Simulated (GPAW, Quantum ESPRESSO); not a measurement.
# Core-hole calculation of the F K edge in ScF3 (Pm-3m)

Aim: the near-edge shape at the F K edge of ScF3 (Pm-3m), and what the core hole does to it.

Main program and level: GPAW 26.7.0; X-ray absorption from dipole matrix elements to empty bands, plane-wave PAW LDA.

An experiment to compare with: “Electronic Structure and Core Spectroscopy of Scandium Fluoride Polymorphs” (2023, pmc:10015455). X-ray absorption near-edge spectra of a scandium fluoride powder were measured at the Sc and F K-edges with synchrotron radiation. They were compared with first-principles spectra of six polymorphs to identify the phases present and the origin of the absorption maxima. It reports F K-edge features by XANES at the F K-edge (synchrotron) on commercial powder, measured in vacuum; possible admixture of trigonal phase; the values are set beside the results at the end.

Most raw output is cut from this account.

## (1) The structure

It takes space group Pm-3m (No. 221, cubic). Conventional cell: a = 4.012 Å, b = 4.012 Å, c = 4.012 Å, α = 90.00°, β = 90.00°, γ = 90.00°. Nearest to Sc lie 6 F at 2.01 Å. Nearest to F lie 2 Sc at 2.01 Å. Farther neighbours and most contacts between anions are not listed.

Coordinates:

```xyz
4
Lattice="4.0125 0.0000 0.0000 0.0000 4.0125 0.0000 0.0000 0.0000 4.0125" Properties=species:S:1:pos:R:3 pbc="T T T"
Sc    0.0000    0.0000    0.0000
F     0.0000    0.0000    2.0062
F     0.0000    2.0062    0.0000
F     2.0062    0.0000    0.0000
```

## (2) The field without a hole

A plain self-consistent run shows whether there is a gap, which decides the set-up of the core-hole run.

scf.py

```python
import numpy as np
from ase import Atoms
from ase.parallel import parprint, paropen
from gpaw import GPAW, PW, FermiDirac, Mixer, MixerDif, setup_paths
from gpaw.test import gen
setup_paths.insert(0, '.')
gen('F', name='nch1s', xcname='LDA', corehole=(1, 0, 0), write_xml=True)
from gpaw.mpi import world
world.barrier()

atoms = Atoms('ScF3',
    cell=[[4.01245, 0, 0],
     [0, 4.01245, 0],
     [0, 0, 4.01245]],
    scaled_positions=[[0, 0, 0],
     [0, 0, 0.5],
     [0, 0.5, 0],
     [0.5, 0, 0]],
    pbc=True)
atoms.calc = calc = GPAW(legacy_gpaw=True, mode=PW(500, force_complex_dtype=True), xc='LDA', setups={1: 'nch1s'},
    kpts={'size': (6, 6, 6), 'gamma': True}, occupations=FermiDirac(0.05),
    charge=0, mixer=Mixer(0.1, 5, 50), maxiter=150,
    convergence={'density': 0.0001, 'eigenstates': 1e-6}, txt='scf.txt')
energy = atoms.get_potential_energy() + calc.get_reference_energy()
ef = calc.get_fermi_level()
out = dict(energy=energy, fermi=ef, forces=atoms.get_forces().tolist())
parprint(f'all-electron energy {energy:.4f} eV, Fermi level {ef:.4f} eV')
ev = np.array([[calc.get_eigenvalues(k, s) for k in range(len(calc.get_ibz_k_points()))] for s in range(calc.get_number_of_spins())])
out['homo'], out['lumo'], out['counts'] = ev[ev < ef].max(), ev[ev > ef].min(), sorted(set((ev < ef).sum((0, 2)).tolist()))
out['filled'] = (ev[:, 0] < ef).sum(1).tolist()
import json
with paropen('out.json', 'w') as f:
    json.dump(out, f)
```

Launch:

```
$ OMP_NUM_THREADS=1 mpirun -n 4 gpaw python scf.py
```

Wall time 8.4 s (4 MPI ranks of Intel Xeon Platinum 8488C (Sapphire Rapids), shared host); peak memory 0.19 GiB; 33 s of CPU time.

The mesh shows a gap of 6.20 eV, so the hole is first treated in a charged cell, without the excited electron.

## (3) Spectrum without a core hole, F atom 2

This cheap baseline ignores the attraction of the hole: it shows the absorber's empty states as they are in the ground state. The data set with a hole of occupation 0 only carries the core orbital.

The absorber has 2 Sc at 2.01 Å (linear, site symmetry 4/mmm).

xas.py

```python
import numpy as np
from ase import Atoms
from ase.parallel import parprint, paropen
from gpaw import GPAW, PW, FermiDirac, Mixer, MixerDif, setup_paths
from gpaw.test import gen
setup_paths.insert(0, '.')
gen('F', name='nch1s', xcname='LDA', corehole=(1, 0, 0), write_xml=True)
from gpaw.mpi import world
world.barrier()

atoms = Atoms('ScF3',
    cell=[[4.01245, 0, 0],
     [0, 4.01245, 0],
     [0, 0, 4.01245]],
    scaled_positions=[[0, 0, 0],
     [0, 0, 0.5],
     [0, 0.5, 0],
     [0.5, 0, 0]],
    pbc=True)
atoms.calc = calc = GPAW(legacy_gpaw=True, mode=PW(500, force_complex_dtype=True), xc='LDA', setups={1: 'nch1s'},
    kpts={'size': (6, 6, 6), 'gamma': True}, occupations=FermiDirac(0.02),
    charge=0, mixer=Mixer(0.1, 5, 50), maxiter=150,
    convergence={'density': 0.0001, 'eigenstates': 1e-6}, txt='scf.txt')
energy = atoms.get_potential_energy() + calc.get_reference_energy()
ef = calc.get_fermi_level()
out = dict(energy=energy, fermi=ef, forces=atoms.get_forces().tolist())
parprint(f'all-electron energy {energy:.4f} eV, Fermi level {ef:.4f} eV')
ev = np.array([[calc.get_eigenvalues(k, s) for k in range(len(calc.get_ibz_k_points()))] for s in range(calc.get_number_of_spins())])
out['homo'], out['lumo'], out['counts'] = ev[ev < ef].max(), ev[ev > ef].min(), sorted(set((ev < ef).sum((0, 2)).tolist()))
out['filled'] = (ev[:, 0] < ef).sum(1).tolist()

from ase.units import Ha
from gpaw.xas import dipole_matrix_elements
nb = int(calc.get_number_of_electrons() / 2) + 47
top, nb = nb, nb + 8 + nb // 12
nscf = calc.fixed_density(kpts={'size': (6, 6, 6), 'gamma': True}, nbands=nb,
    convergence={'bands': top, 'eigenstates': 5e-3}, maxiter=60, txt='nscf.txt')
cell = atoms.cell.array
ops = [cell.T @ U.T @ np.linalg.inv(cell.T) for U in nscf.wfs.kd.symmetry.op_scc]
filled = [16]  # bands filled in the ground state, by spin
E = np.arange(-25, 34, 0.1)
fwhm = np.interp(E, [4, 25], [0.9, 3.5])
Y, X, zero, highest = 0, 0, 1e9, 1e9
for spin in range(nscf.get_number_of_spins()):
    wfs = nscf.wfs
    mine = wfs.bd.get_slice()  # this rank's bands
    A = dipole_matrix_elements(wfs.setups[1])
    eps = np.zeros((wfs.kd.nibzkpts, nb))
    d = np.zeros((3, A.shape[1], wfs.kd.nibzkpts, nb), complex)
    for kpt in wfs.kpt_u:
        if kpt.s == spin and 1 in kpt.P_ani:
            eps[kpt.k, mine] = kpt.eps_n * Ha
            d[:, :, kpt.k, mine] = (kpt.weight * wfs.nspins / 2) ** 0.5 * np.inner(A, kpt.P_ani[1])
    world.sum(eps)
    world.sum(d)
    T = np.einsum('amkn,bmkn->abkn', d, d.conj()).real
    T = sum(np.einsum('ai,ijkn,bj->abkn', R, T, R) for R in ops) / len(ops)
    empty = np.ones_like(eps, bool) & (np.arange(nb) >= filled[spin])
    zero, highest = min(zero, eps[empty].min()), min(highest, eps[:, top - 1].min())
    lines = [(eps, T, empty)] if spin == 0 else lines + [(eps, T, empty)]
for eps, T, empty in lines:
    f = np.einsum('aakn->akn', T).reshape(3, -1)
    x = eps.ravel() - zero
    w = np.interp(x, E, fwhm) / 2.35482
    g = np.exp(-0.5 * ((E[:, None] - x) / w) ** 2) / (w * (2 * np.pi) ** 0.5)
    Y = Y + (f * empty.ravel()) @ g.T
    X = X + (f * ~empty.ravel()) @ g.T
out.update(E=E.round(2).tolist(), xas=Y.tolist(), xes=X.tolist(), zero=zero, valid=highest - zero, nk=len(eps), nb=nb)
for i in range(0, len(E), 10):
    parprint(f'{E[i]:7.2f}', *(f'{v:10.3e}' for v in Y[:, i]))
import json
with paropen('out.json', 'w') as f:
    json.dump(out, f)
```

Launch:

```
$ OMP_NUM_THREADS=1 mpirun -n 4 gpaw python xas.py
```

Wall time 18 s (4 MPI ranks); peak memory 0.25 GiB; 73 s of CPU time.

The F K spectrum, F atom 2, no core hole (energy from the lowest empty level; intensity scaled to a mean of 1 over the first 20 eV):

```
E (eV)  intensity
 -2.00       0.00
 -1.25       0.00
 -0.50       0.03
  0.25       0.64
  1.00       2.10
  1.75       0.97
  2.50       0.66
  3.25       1.07
  4.00       1.76
  4.75       0.91
  5.50       0.48
  6.25       0.67
  7.00       0.82
  7.75       0.74
  8.50       0.83
  9.25       1.13
 10.00       1.36
 10.75       1.71
 11.50       1.79
 12.25       1.47
 13.00       1.05
 13.75       0.69
 14.50       0.54
 15.25       0.56
 16.00       0.59
 16.75       0.61
 17.50       0.69
 18.25       0.87
 19.00       1.06
 19.75       1.14
 20.50       1.03
 21.25       0.80
 22.00       0.57
 22.75       0.42
 23.50       0.35
 24.25       0.35
 25.00       0.40
 25.75       0.48
 26.50       0.59
 27.25       0.70
 28.00       0.81
 28.75       0.91
 29.50       1.01
 30.25       1.11
 31.00       1.21
 31.75       1.29
```

Main maxima below 24 eV (height): 1.1 eV (2.11), 4.0 eV (1.76), 7.0 eV (0.82), 11.2 eV (1.82) and 19.7 eV (1.14). A K edge sees empty p states; the first features are F p mixed into the empty d states of the Sc neighbours, and the broad ones above probably into the cations' higher empty bands.

The same matrix elements for filled bands give the F K emission of F atom 2 (ground-state approximation; energy from the lowest empty level, largest value 1):

```
E (eV)  emission
-24.00      0.00
-23.25      0.00
-22.50      0.00
-21.75      0.00
-21.00      0.00
-20.25      0.00
-19.50      0.00
-18.75      0.00
-18.00      0.00
-17.25      0.00
-16.50      0.00
-15.75      0.00
-15.00      0.00
-14.25      0.00
-13.50      0.00
-12.75      0.00
-12.00      0.00
-11.25      0.00
-10.50      0.00
 -9.75      0.08
 -9.00      0.41
 -8.25      0.70
 -7.50      0.81
 -6.75      0.98
 -6.00      0.28
 -5.25      0.01
 -4.50      0.00
 -3.75      0.00
 -3.00      0.00
 -2.25      0.00
 -1.50      0.00
 -0.75      0.00
  0.00      0.00
  0.75      0.00
  1.50      0.00
  2.25      0.00
  3.00      0.00
```

Emission maxima: -6.8 eV (1.00).

## (4) Supercell without a hole, the energy reference

The photon energy needs a difference of total energies, so the cell and mesh of the coming hole run are first run without a hole.

Edit scf.py of step 2 so:

```diff
@@ -10,13 +10,17 @@
 
-atoms = Atoms('ScF3',
-    cell=[[4.01245, 0, 0],
-     [0, 4.01245, 0],
-     [0, 0, 4.01245]],
+atoms = Atoms('Sc2F6',
+    cell=[[4.01245, 0, 4.01245],
+     [0, 4.01245, 4.01245],
+     [-4.01245, 0, 4.01245]],
     scaled_positions=[[0, 0, 0],
-     [0, 0, 0.5],
-     [0, 0.5, 0],
-     [0.5, 0, 0]],
+     [0.5, 0, 0.5],
+     [0.25, 0, 0.25],
+     [0.75, 0, 0.75],
+     [0.75, 0.5, 0.75],
+     [0.25, 0.5, 0.25],
+     [0.25, 0, 0.75],
+     [0.75, 0, 0.25]],
     pbc=True)
-atoms.calc = calc = GPAW(legacy_gpaw=True, mode=PW(500, force_complex_dtype=True), xc='LDA', setups={1: 'nch1s'},
-    kpts={'size': (6, 6, 6), 'gamma': True}, occupations=FermiDirac(0.05),
+atoms.calc = calc = GPAW(legacy_gpaw=True, mode=PW(500, force_complex_dtype=True), xc='LDA', setups={2: 'nch1s'},
+    kpts={'size': (5, 5, 5), 'gamma': True}, occupations=FermiDirac(0.02),
     charge=0, mixer=Mixer(0.1, 5, 50), maxiter=150,
```

Launch:

```
$ OMP_NUM_THREADS=1 mpirun -n 4 gpaw python scf.py
```

It took 16 s on 4 MPI ranks; peak memory 0.24 GiB; 64 s of CPU time.

Reference energy: -57732.468 eV with the cores included.

## (5) Spectrum with FCH, F atom 2

The holes are 5.7 Å apart. In GPAW the data set carries the hole's charge, so charge=0 means a charged cell and charge=-1 a neutral one. The excited electron is left out and a uniform background balances the charge. After the field has converged, empty bands are computed with the density fixed and the dipole matrix elements are summed.

Edit xas.py of step 3 so:

```diff
@@ -6,3 +6,3 @@
 setup_paths.insert(0, '.')
-gen('F', name='nch1s', xcname='LDA', corehole=(1, 0, 0), write_xml=True)
+gen('F', name='fch1s', xcname='LDA', corehole=(1, 0, 1), write_xml=True)
 from gpaw.mpi import world
@@ -10,13 +10,17 @@
 
-atoms = Atoms('ScF3',
-    cell=[[4.01245, 0, 0],
-     [0, 4.01245, 0],
-     [0, 0, 4.01245]],
+atoms = Atoms('Sc2F6',
+    cell=[[4.01245, 0, 4.01245],
+     [0, 4.01245, 4.01245],
+     [-4.01245, 0, 4.01245]],
     scaled_positions=[[0, 0, 0],
-     [0, 0, 0.5],
-     [0, 0.5, 0],
-     [0.5, 0, 0]],
+     [0.5, 0, 0.5],
+     [0.25, 0, 0.25],
+     [0.75, 0, 0.75],
+     [0.75, 0.5, 0.75],
+     [0.25, 0.5, 0.25],
+     [0.25, 0, 0.75],
+     [0.75, 0, 0.25]],
     pbc=True)
-atoms.calc = calc = GPAW(legacy_gpaw=True, mode=PW(500, force_complex_dtype=True), xc='LDA', setups={1: 'nch1s'},
-    kpts={'size': (6, 6, 6), 'gamma': True}, occupations=FermiDirac(0.02),
+atoms.calc = calc = GPAW(legacy_gpaw=True, mode=PW(500, force_complex_dtype=True), xc='LDA', setups={2: 'fch1s'},
+    kpts={'size': (5, 5, 5), 'gamma': True}, occupations=FermiDirac(0.02),
     charge=0, mixer=Mixer(0.1, 5, 50), maxiter=150,
@@ -33,3 +37,3 @@
 from gpaw.xas import dipole_matrix_elements
-nb = int(calc.get_number_of_electrons() / 2) + 47
+nb = int(calc.get_number_of_electrons() / 2) + 90
 top, nb = nb, nb + 8 + nb // 12
@@ -39,4 +43,4 @@
 ops = [cell.T @ U.T @ np.linalg.inv(cell.T) for U in nscf.wfs.kd.symmetry.op_scc]
-filled = [16]  # bands filled in the ground state, by spin
-E = np.arange(-25, 34, 0.1)
+filled = [32]  # bands filled in the ground state, by spin
+E = np.arange(-6, 34, 0.1)
 fwhm = np.interp(E, [4, 25], [0.9, 3.5])
@@ -46,3 +50,3 @@
     mine = wfs.bd.get_slice()  # this rank's bands
-    A = dipole_matrix_elements(wfs.setups[1])
+    A = dipole_matrix_elements(wfs.setups[2])
     eps = np.zeros((wfs.kd.nibzkpts, nb))
@@ -50,5 +54,5 @@
     for kpt in wfs.kpt_u:
-        if kpt.s == spin and 1 in kpt.P_ani:
+        if kpt.s == spin and 2 in kpt.P_ani:
             eps[kpt.k, mine] = kpt.eps_n * Ha
-            d[:, :, kpt.k, mine] = (kpt.weight * wfs.nspins / 2) ** 0.5 * np.inner(A, kpt.P_ani[1])
+            d[:, :, kpt.k, mine] = (kpt.weight * wfs.nspins / 2) ** 0.5 * np.inner(A, kpt.P_ani[2])
     world.sum(eps)
```

Launch:

```
$ OMP_NUM_THREADS=1 mpirun -n 4 gpaw python xas.py
```

The job ended after 54 s (4 MPI ranks; peak memory 0.35 GiB).

The F K spectrum, F atom 2, full core hole (charged cell) (energy from the lowest empty level; intensity scaled to a mean of 1 over the first 20 eV):

```
E (eV)  intensity
  -2.0       0.00
  -1.4       0.00
  -0.8       0.01
  -0.2       0.20
   0.4       1.13
   1.0       1.33
   1.6       0.81
   2.2       0.90
   2.8       1.00
   3.4       1.29
   4.0       1.04
   4.6       0.61
   5.2       0.54
   5.8       0.72
   6.4       0.93
   7.0       1.01
   7.6       0.99
   8.2       1.04
   8.8       1.28
   9.4       1.56
  10.0       1.73
  10.6       1.81
  11.2       1.68
  11.8       1.36
  12.4       0.99
  13.0       0.72
  13.6       0.57
  14.2       0.51
  14.8       0.52
  15.4       0.56
  16.0       0.59
  16.6       0.63
  17.2       0.72
  17.8       0.88
  18.4       1.07
  19.0       1.24
  19.6       1.30
  20.2       1.20
  20.8       1.00
  21.4       0.77
  22.0       0.57
  22.6       0.45
  23.2       0.41
  23.8       0.42
  24.4       0.48
  25.0       0.58
  25.6       0.72
  26.2       0.88
  26.8       1.05
  27.4       1.23
  28.0       1.40
  28.6       1.54
  29.2       1.64
  29.8       1.70
  30.4       1.71
  31.0       1.69
  31.6       1.65
```

Main maxima below 24 eV (height): 0.8 eV (1.43), 3.5 eV (1.31), 10.6 eV (1.81) and 19.5 eV (1.30). 

The hole costs E(hole) − E(ground) = 686.75 eV, and the lowest empty level of the hole cell on the spectrum's mesh lies at 3.29 eV, which puts the zero at 690.04 eV. One term is added: -9.89 eV, since the hole is spin-paired here and a spin-polarised one costs that much less in the free atom (computed apart). The photon energy is then 680.15 eV. The functional and the charged cell's background leave an error in such absolute values: in the free atom LDA prices this hole 4.7 eV below PBE (computed apart), and PBE is itself good to a few eV.

## (6) Excitation energy, F atom 2

With the excited electron kept in the cell the system stays neutral, and the energy difference is an excitation energy by itself. In a small cell that electron takes up a good share of the lowest empty band, or all of one, which shifts the value from the true onset.

Changed against the first core-hole run: core hole to XCH, with the smearing that suits a partly filled band.

Edit scf.py of step 4 so:

```diff
@@ -6,3 +6,3 @@
 setup_paths.insert(0, '.')
-gen('F', name='nch1s', xcname='LDA', corehole=(1, 0, 0), write_xml=True)
+gen('F', name='fch1s', xcname='LDA', corehole=(1, 0, 1), write_xml=True)
 from gpaw.mpi import world
@@ -23,5 +23,5 @@
     pbc=True)
-atoms.calc = calc = GPAW(legacy_gpaw=True, mode=PW(500, force_complex_dtype=True), xc='LDA', setups={2: 'nch1s'},
-    kpts={'size': (5, 5, 5), 'gamma': True}, occupations=FermiDirac(0.02),
-    charge=0, mixer=Mixer(0.1, 5, 50), maxiter=150,
+atoms.calc = calc = GPAW(legacy_gpaw=True, mode=PW(500, force_complex_dtype=True), xc='LDA', setups={2: 'fch1s'},
+    kpts={'size': (5, 5, 5), 'gamma': True}, occupations=FermiDirac(0.04),
+    charge=-1, mixer=Mixer(0.1, 5, 50), maxiter=150,
     convergence={'density': 0.0001, 'eigenstates': 1e-6}, txt='scf.txt')
```

Launch:

```
$ OMP_NUM_THREADS=1 mpirun -n 4 gpaw python scf.py
```

Run time: 18 s. Hardware: 4 MPI ranks; peak memory 0.23 GiB.

The total-energy difference is 690.91 eV. With the free-atom term of -9.89 eV for this edge, the photon energy is 681.02 eV.

## (7) What the core hole does

Both curves are counted from their own zero, so only the shift of weight within the empty states shows.

```
E (eV)  no hole   FCH
  -2.0     0.00  0.00
  -1.0     0.00  0.00
   0.0     0.28  0.44
   1.0     2.10  1.33
   2.0     0.63  0.83
   3.0     0.90  1.09
   4.0     1.76  1.04
   5.0     0.65  0.53
   6.0     0.57  0.80
   7.0     0.82  1.01
   8.0     0.73  1.01
   9.0     1.04  1.38
  10.0     1.36  1.73
  11.0     1.79  1.75
  12.0     1.60  1.23
  13.0     1.05  0.72
  14.0     0.61  0.52
  15.0     0.54  0.53
  16.0     0.59  0.59
  17.0     0.62  0.68
  18.0     0.80  0.94
  19.0     1.06  1.24
  20.0     1.12  1.25
  21.0     0.88  0.92
  22.0     0.57  0.57
  23.0     0.39  0.41
  24.0     0.35  0.43
  25.0     0.40  0.58
  26.0     0.51  0.82
  27.0     0.66  1.11
  28.0     0.81  1.40
  29.0     0.94  1.61
  30.0     1.08  1.71
  31.0     1.21  1.69
  32.0     1.31  1.60
```

With each curve scaled to its own mean, the area from −2 to 6 eV with the hole is 5.7 against 6.5, and the centre of weight from −1 to 20 eV moves by +0.3 eV (first and strongest maxima below 20 eV: 1.1 eV (2.11), 4.0 eV (1.76) and 11.2 eV (1.82) without the hole, 0.8 eV (1.43), 3.5 eV (1.31) and 10.6 eV (1.81) with it): the weight at the onset falls, probably as the absorber's own filled states drop away from the neighbours' empty ones and mix less with them.

## (8) Against the measurement

Features are paired by their description (first, strongest, rising edge, steepest rise) or, failing that, by nearness after a common offset; their character isn't checked.

GPAW LDA (Gaussian full width 0.9 eV up to 4 eV, rising linearly to 3.5 eV at 25 eV):

| measured feature | measured (eV) | computed feature | computed (eV) | difference (eV) |
| --- | --- | --- | --- | --- |
| F K-edge, lowest-energy sharp peak at the onset | 687 | first maximum | 681.0 | -6.0 |

## (9) Runs not followed above

These runs aren't followed: redraws of a spectrum that repeat one shown, runs with a planted fault or a state judged unsound, or a program's part that gave no sound spectrum.

| program | step | status | elapsed |
| --- | --- | --- | --- |
| Quantum ESPRESSO | ground state | crashed | 7.3 s |

## (10) Summary of results

- absorber and edge: F K, atom 2 of the ground-state input (counted from 1)
- surroundings: 2 Sc at 2.01 Å (linear, site symmetry 4/mmm)
- highest intensity below 16 eV: 10.6 eV above the zero, height 1.81
- photon energy of the zero, with the added terms: 680.2 eV (raw 690.0 eV; LDA puts this hole about 5 eV below PBE, itself good to a few eV)

In words: GPAW LDA lies 6.0 eV below the measured energy, of which about 5 eV is this functional's underpricing of the hole against PBE in the free atom. Energy scales of different experiments differ by up to about 1 eV. The F K edge of atom 2, with 2 Sc at 2.01 Å (linear, site symmetry 4/mmm), has its highest intensity of the first 16 eV at 10.6 eV above the zero, near 691 eV in photon energy (LDA puts this hole about 5 eV below PBE, itself good to a few eV), 1.8 times the mean level of the first 20 eV (Gaussian full width 0.9 eV up to 4 eV, rising linearly to 3.5 eV at 25 eV). With each curve scaled to its own mean, the area from −2 to 6 eV with the hole is 5.7 against 6.5, and the centre of weight from −1 to 20 eV moves by +0.3 eV (first and strongest maxima below 20 eV: 1.1 eV (2.11), 4.0 eV (1.76) and 11.2 eV (1.82) without the hole, 0.8 eV (1.43), 3.5 eV (1.31) and 10.6 eV (1.81) with it): the weight at the onset falls, probably as the absorber's own filled states drop away from the neighbours' empty ones and mix less with them. The neutral-cell energy lies +0.9 eV from the charged-cell zero, a gap made of the charged-cell error and of where the added electron settles. The same cell was also set up in Quantum ESPRESSO; that part failed, was judged unsound or used a data set known to give false states; its runs are listed without their results. The holes are only 5.7 Å apart, so the shape is probably not converged with cell size; no larger cell was run here. The mesh is coarse (0.26 Å⁻¹ between points), so small maxima may be mesh ripples. Lifetime broadening is put in by hand, and intensities beyond about 20 eV depend on it and on the partial waves; weight that the partial waves miss at high energy is lost. The structure is a published determination, not relaxed.

[Logs are printed without paths, hosts, clocks, repeated set-up lines and the standing remarks that a program may print on its own settings, such as how far it seeks lower states.]

[Hosts, paths, dates, database ids (printed as entryN), source tags and the programs' standing remarks are cut or masked in the printed files.]

[Lists of maxima count a maximum above −3 eV only where it reaches 4 % of the highest in the window and stands out from its surroundings by 2 % of it (1.5 % where it reaches 55 %); shoulders and weaker maxima are passed over, and of the rest the first, up to two pre-edge ones and the few strongest are named.]
